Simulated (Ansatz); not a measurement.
# What Li2BeSi2 (built on the SrSi2Ag2 structure) distorts into

Aim: this structure of Li2BeSi2 (built on the SrSi2Ag2 structure) is to be tested for unstable modes, and one is followed downhill.

Calculated with Ansatz 0.2.0; DFT PBEsol, scalar-relativistic, plane waves, PAW.

The raw output is cut from this account; settings, times and results stay.

The structure was built from a prototype and need not be the compound's stable phase.

### 1. Starting point

The structure is tetragonal, space group I4/mmm (No. 139). The conventional cell has a = 3.438 Å, b = 3.438 Å, c = 11.786 Å, α = 90.00°, β = 90.00°, γ = 90.00°. Be has 8 Si at 2.67 Å nearest. Nearest to Si lie 1 Si at 2.19 Å and 4 Li at 2.53 Å and 4 Be at 2.67 Å. Nearest to Li lie 4 Li at 2.43 Å and 4 Si at 2.53 Å. Farther neighbours, and contacts between anions beyond the nearest, are not listed.

### 2. Phonons on a q mesh

Stability and thermal properties need the whole zone. Linear response on a 2×2×2 q mesh gives force constants as far as a supercell of that size would.

Input file input.yaml:

```yaml
crystal:
  lattice:
    - [-1.7192334977, 1.7192334977, 5.8929231129]
    - [1.7192334977, -1.7192334977, 5.8929231129]
    - [1.7192334977, 1.7192334977, -5.8929231129]
  atoms:
    - { symbol: Be, position: [0.0, 0.0, 0.0] }
    - { symbol: Si, position: [0.4069268842, 0.4069268842, 0.0] }
    - { symbol: Si, position: [0.5930731158, 0.5930731158, 0.0] }
    - { symbol: Li, position: [0.75, 0.25, 0.5] }
    - { symbol: Li, position: [0.25, 0.75, 0.5] }
kpoints:
  mp_grid: { grid: [16, 16, 16] }
hamiltonian:
  xc: pbesol
scf:
  occupations: { method: methfessel_paxton, width: 0.2 }
output:
  eigenvalues: true
phonons:
  method: dfpt
  qmesh: [2, 2, 2]
  temperatures: { t_max: 1000, t_step: 50 }
  qpath:
    path:
      - [[0.0, 0.0, 0.0], [0.0, 0.0, 0.5], [0.25, 0.25, 0.25], [0.0, 0.5, 0.0], [0.0, 0.0, 0.0], [0.5, 0.5, -0.5], [0.27127885, 0.72872115, -0.27127885]]
      - [[-0.27127885, 0.27127885, 0.27127885], [0.0, 0.0, 0.0]]
      - [[0.0, 0.0, 0.5], [-0.0425577, 0.0425577, 0.5]]
      - [[0.5, 0.5, -0.0425577], [0.5, 0.5, -0.5]]
    npoints: 10
```

Started as:

```sh
ansatz run input.yaml --threads 8 --pin off --max-ram 14336MiB --backend cpu --events-out ev --progress --plain --runs-dir out
```

Run time: 5.1 min. Hardware: 8 threads of Arm Neoverse V2, shared host; peak memory 2.6 GiB.

This step gave:

```yaml
volume_per_atom: 13.93 Å³
gap_on_the_k_mesh: 0 eV
sum_rule_residual_before_enforcement: 1.32e-5 eV/Å²
lowest_frequency_on_the_path: -143.7 cm⁻¹
point_group: 4/mmm
highest_frequency_on_path_mesh_or_solved_points: 599.0 cm⁻¹
highest_optical_mode_at_the_zone_centre_no_lo_to_term: 562.0 cm⁻¹
lowest_optical_zone_centre_mode: 98.22 cm⁻¹
lowest_mode_on_the_q_mesh_acoustic_modes_at_gamma_apart: -143.7 cm⁻¹
```

Frequencies (cm⁻¹) solved at each irreducible wavevector; negative means imaginary. Frequencies by wavevector, by row:

```csv
q in reciprocal lattice units,star,mode 1,mode 2,mode 3,mode 4,mode 13,mode 14,mode 15
0 0 0,1,0,0,0,98.2,510.7,510.7,562
0 0 -0.5,2,-143.7,-129.4,-82.4,93.3,496.4,549.2,599
0 -0.5 0,4,-106.3,-96.9,-65.5,-56,408,419.3,563.4
-0.5 -0.5 -0.5,1,-64.8,-64.8,87.4,87.4,513.7,513.7,595
```

Interpolated from a 2×2×2 q mesh, rough between the solved points. Phonon branches along the path, in cm⁻¹:

```csv
point,branch 1,branch 2,branch 3,branch 4,branch 12,branch 13,branch 14,branch 15
Γ,0,0,0,98,457,511,511,562
halfway,-117,-91,32,47,414,425,530,564
X,-144,-129,-82,93,389,496,549,599
halfway,-142,-133,-65,81,386,496,550,599
P,-139,-139,37,37,380,496,551,598
halfway,-128,-106,-61,54,394,480,513,580
N,-106,-97,-66,-56,406,408,419,563
halfway,-60,-60,-25,42,433,482,482,563
Γ,0,0,0,98,457,511,511,562
halfway,-47,-47,91,91,414,512,512,581
M,-65,-65,87,87,351,514,514,595
halfway,-68,-8,52,75,357,485,490,586
S,-108,-93,-68,34,404,414,425,566
jump to S0,-108,-93,-68,34,404,414,425,566
halfway,-77,-68,-15,-6,437,476,479,558
Γ,0,0,0,98,457,511,511,562
jump to X,-144,-129,-82,93,389,496,549,599
halfway,-143,-129,-82,92,389,497,548,599
R,-142,-128,-80,89,388,497,545,598
jump to G′,-142,-128,-80,89,388,497,545,598
halfway,-103,-47,-31,75,405,417,513,587
M,-65,-65,87,87,351,514,514,595
```

Symmetry leaves 4 wavevectors to solve. The lowest mode among them, the acoustic zeros apart, lies at q = (0, 0, -0.5) and is imaginary, 143.7i cm⁻¹, so the energy falls along it.

### 3. The mode frozen in, largest atomic shift 0 Å

The mode followed lies at q = (0, 0, -0.5) with frequency 143.7i cm⁻¹, the softest among the wavevectors solved. At small amplitude the pattern taken leaves space group no. 64 by a symmetry search on the positions. The undistorted cell that holds it gives the zero of energy on the same k mesh.

System of this step: Li2BeSi2 (built on the SrSi2Ag2 structure). Symmetry: I4/mmm, No. 139, tetragonal system. The conventional cell has a = 3.438 Å, b = 3.438 Å, c = 11.786 Å, α = 90.00°, β = 90.00°, γ = 90.00°. Nearest to Be lie 8 Si at 2.67 Å. Nearest to Si lie 1 Si at 2.19 Å and 4 Li at 2.53 Å and 4 Be at 2.67 Å. Li has 4 Li at 2.43 Å and 4 Si at 2.53 Å nearest. Farther neighbours, and contacts between anions beyond the nearest, are not listed.

Input file input.yaml:

```yaml
crystal:
  lattice:
    - [3.4384669955, 3.4384669955, 0.0]
    - [-3.4384669955, 3.4384669955, 0.0]
    - [-1.7192334977, 1.7192334977, 5.8929231129]
  atoms:
    - { symbol: Be, position: [0.5, 0.5, 0.0] }
    - { symbol: Be, position: [0.0, 0.0, 0.0] }
    - { symbol: Si, position: [0.0, 0.5930731158, 0.8138537683] }
    - { symbol: Si, position: [0.5, 0.0930731158, 0.8138537683] }
    - { symbol: Si, position: [0.0, 0.4069268842, 0.1861462317] }
    - { symbol: Si, position: [0.5, 0.9069268842, 0.1861462317] }
    - { symbol: Li, position: [0.25, 0.0, 0.5] }
    - { symbol: Li, position: [0.75, 0.5, 0.5] }
    - { symbol: Li, position: [0.25, 0.5, 0.5] }
    - { symbol: Li, position: [0.75, 1.0, 0.5] }
kpoints:
  mp_grid: { grid: [8, 8, 8] }
hamiltonian:
  xc: pbesol
scf:
  occupations: { method: methfessel_paxton, width: 0.2 }
output:
  forces: true
  stress: true
  eigenvalues: true
```

Wall time 2.4 s (8 threads); peak memory 0.73 GiB.

Read from the output:

| Property | Result |
| --- | --- |
| pressure | -0.01015 GPa |
| energy from the undistorted cell | 0 meV/atom |

The run ends at a pressure of -0.01 GPa, with forces up to 0.0013 eV/Å.

### 4. The mode frozen in, largest atomic shift 0.45 Å

The atoms are moved along the unstable eigenvector, the largest shift by 0.45 Å, with the cell fixed.

Input file input.yaml:

```yaml
crystal:
  lattice:
    - [3.4384669955, 3.4384669955, 0.0]
    - [-3.4384669955, 3.4384669955, 0.0]
    - [-1.7192334977, 1.7192334977, 5.8929231129]
  atoms:
    - { symbol: Be, position: [0.5, 0.5, 0.0] }
    - { symbol: Be, position: [0.0, 0.0, 0.0] }
    - { symbol: Si, position: [-0.0925406735, 0.5930731158, 0.8138537683] }
    - { symbol: Si, position: [0.5925406735, 0.0930731158, 0.8138537683] }
    - { symbol: Si, position: [0.0925406735, 0.4069268842, 0.1861462317] }
    - { symbol: Si, position: [0.4074593265, 0.9069268842, 0.1861462317] }
    - { symbol: Li, position: [0.25, -0.0227858122, 0.5455716244] }
    - { symbol: Li, position: [0.75, 0.5227858122, 0.4544283756] }
    - { symbol: Li, position: [0.25, 0.4772141878, 0.5455716244] }
    - { symbol: Li, position: [0.75, 1.0227858122, 0.4544283756] }
kpoints:
  mp_grid: { grid: [8, 8, 8] }
hamiltonian:
  xc: pbesol
scf:
  occupations: { method: methfessel_paxton, width: 0.2 }
output:
  forces: true
  stress: true
  eigenvalues: true
```

Run time: 2.4 s. Hardware: 8 threads; peak memory 0.74 GiB.

Numbers from this step:

* pressure: 0.09348 GPa
* energy from the undistorted cell: -50.01 meV/atom

The energy, extrapolated to zero smearing, is -50.01 meV/atom against the undistorted cell.

The run ends at a pressure of 0.09 GPa, with forces up to 0.80 eV/Å.

### 5. Energy along the mode, all amplitudes (two of the runs are shown above)

An imaginary frequency means negative curvature, so the energy should fall and then rise again as anharmonic terms take over.

This step gave:

* depth at the lowest point sampled: 50.01 meV/atom
* largest atomic shift at that point: 0.45 Å

Energy from the parent against largest atomic shift:

```csv
largest atomic shift (Å),energy from the parent (meV/atom)
0.000,0
0.040,-0.8
0.080,-3.12
0.140,-8.94
0.220,-19.8
0.320,-35
0.450,-50.0
0.600,-49.9
```

Displacement at unit largest shift by atom:

```csv
atom,x (Å),y (Å),z (Å),size
Be1,0.000,0.000,0.000,0.000
Be2,0.000,0.000,0.000,0.000
Si3,-0.707,-0.707,0.000,1.000
Si4,0.707,0.707,0.000,1.000
Si5,0.707,0.707,0.000,1.000
Si6,-0.707,-0.707,0.000,1.000
Li7,0.000,0.000,0.597,0.597
Li8,0.000,0.000,-0.597,0.597
Li9,0.000,0.000,0.597,0.597
Li10,0.000,0.000,-0.597,0.597
```

The lowest step is at 0.45 Å, 50.0 meV/atom below the parent, and the energy rises beyond it.

### 6. Relaxing from the distorted cell

Starting from the lowest point found, all atoms and the cell are let go, so that strain and other modes of the same symmetry can join in.

Changes to input.yaml since step 4:

```diff
@@ -26 +26,6 @@
   eigenvalues: true
+relax:
+  adjacent_minimum: "off"
+  f_tol: 0.002
+  max_steps: 120
+  cell: { stress_tol: 0.03 }
```

Elapsed: 43 s, on 8 threads; peak memory 0.79 GiB; 5.3 min of CPU time.

The steps of the relaxation:

```csv
step,energy less that of the first step (eV),largest force component (eV/Å),pressure (GPa),volume (Å³)
1,0.0000,0.8018,0.09,139.34
2,-0.2782,0.3084,0.26,141.37
3,-0.3991,0.1517,-0.34,144.49
4,-0.5310,0.0795,-0.60,144.48
5,-0.7027,0.3173,0.08,141.90
6,-0.8987,0.3369,1.07,138.42
7,-0.9996,0.2271,2.24,134.41
8,-0.6435,0.7015,2.94,134.01
9,-1.0692,0.1389,-0.23,141.69
10,-1.0937,0.0428,0.33,140.99
11,-1.0951,0.0117,-0.13,141.60
12,-1.0955,0.0003,-0.01,141.40
13*,-1.1195,0.0021,0.14,141.40
14,-1.1199,0.0028,0.00,141.71
15,-1.1199,0.0002,0.00,141.70
16*,-1.1199,0.0002,0.00,141.70
```

Relaxation steps marked * repeat the geometry before them on a plane-wave basis chosen anew for their cell, so energy and pressure can jump there. Relaxation step 8 was tried and not accepted.

Forces are held to the 8 operations that the program found; a distortion that breaks them can't arise in this run.

```csv
cell as run,before,after,change
a (Å),4.863,5.930,+22.0 %
b (Å),4.863,5.164,+6.2 %
c (Å),6.375,5.299,-16.9 %
α (°),67.58,60.83,-10.0 %
volume (Å³/atom),13.93,14.17,+1.7 %
```

The atoms that moved most (Å, as changes of fractional coordinates times the final cell):

```csv
atom,dx,dy,dz,length
Li8,0.000,0.000,-0.436,0.436
Li10,0.000,0.000,-0.436,0.436
Li9,0.000,0.000,0.436,0.436
Li7,0.000,0.000,0.436,0.436
Si5,0.272,0.272,-0.132,0.406
Si3,-0.272,-0.272,0.132,0.406
Si6,-0.272,-0.272,-0.132,0.406
Si4,0.272,0.272,0.132,0.406
```

The relaxed structure:

```xyz
10
Lattice="4.1934 4.1934 0.0000 -3.6518 3.6518 0.0000 -1.8259 1.8259 4.6267" Properties=species:S:1:pos:R:3 pbc="T T T"
Be    0.2708    3.9226    0.0000
Be    0.0000    0.0000    0.0000
Si   -4.3113    2.9922    3.8977
Si    0.9304    4.5822    3.8977
Si   -1.1663    2.4855    0.7290
Si   -2.2146    5.0889    0.7290
Li    0.1354    1.9613    2.9600
Li    0.4063    5.8839    1.6667
Li   -1.6905    3.7872    2.9600
Li   -1.4196    7.7098    1.6667
```

Read from the output:

| Item | Value |
| --- | --- |
| pressure | 6.13e-4 GPa |
| volume per atom | 14.17 Å³ |

The distorted start has space group Cmce; the relaxation ends in Cmce.

### 7. Summary of results

```json
{
 "unstable mode of the parent": "q = (0, 0, -0.5), 144i cm⁻¹",
 "depth at the lowest point sampled": "50.0 meV/atom",
 "largest atomic shift at that point": "0.45 Å",
 "space group reached": "Cmce",
 "energy gained over the parent (first relaxation, on the mesh of the frozen mode)": "162 meV/atom",
 "volume per atom, phase reached": "14.2 Å³"
}
```

In words: Along this mode the structure falls into Cmce, 162 meV/atom below the parent. At the parent's cell the well is 50.01 meV/atom deep on the steps tried, with its lowest point at a shift of 0.45 Å. Relaxing atoms and cell changes the gain by +111.97 meV/atom against the lowest step (energies at zero smearing). Most of the total comes from this relaxation. The modes of the phase reached were not computed. Of the 2 patterns followed from this parent, this one ends 77.6 meV/atom above the lowest, Cmmm. Each path keeps the symmetry of its pattern, so a lower phase may lie along a pattern not tried. The q mesh stands for a supercell only 6.9 Å across, so branches between the solved wavevectors are rough. With no gap, or one that is small against the smearing, the frequencies hang on the k mesh and the smearing, most of all near Kohn anomalies. A phonon run warned that its eigensolver left some bands unconverged in a pass. The starting cell was built on a prototype and not taken from a measurement, so the phase need not exist.

[Long decimals in the printed logs are rounded to 6 places.]

[Logs are printed without paths, hosts, clocks, repeated set-up lines and the standing remarks that a program may print on its own settings, such as how far it seeks lower states.]

[Hosts, paths, dates, database ids (printed as entryN), source tags and the programs' standing remarks are cut or masked in the printed files.]

[Where the starting crystal was built by hand or by swapping elements, it need not be the compound's stable phase.]
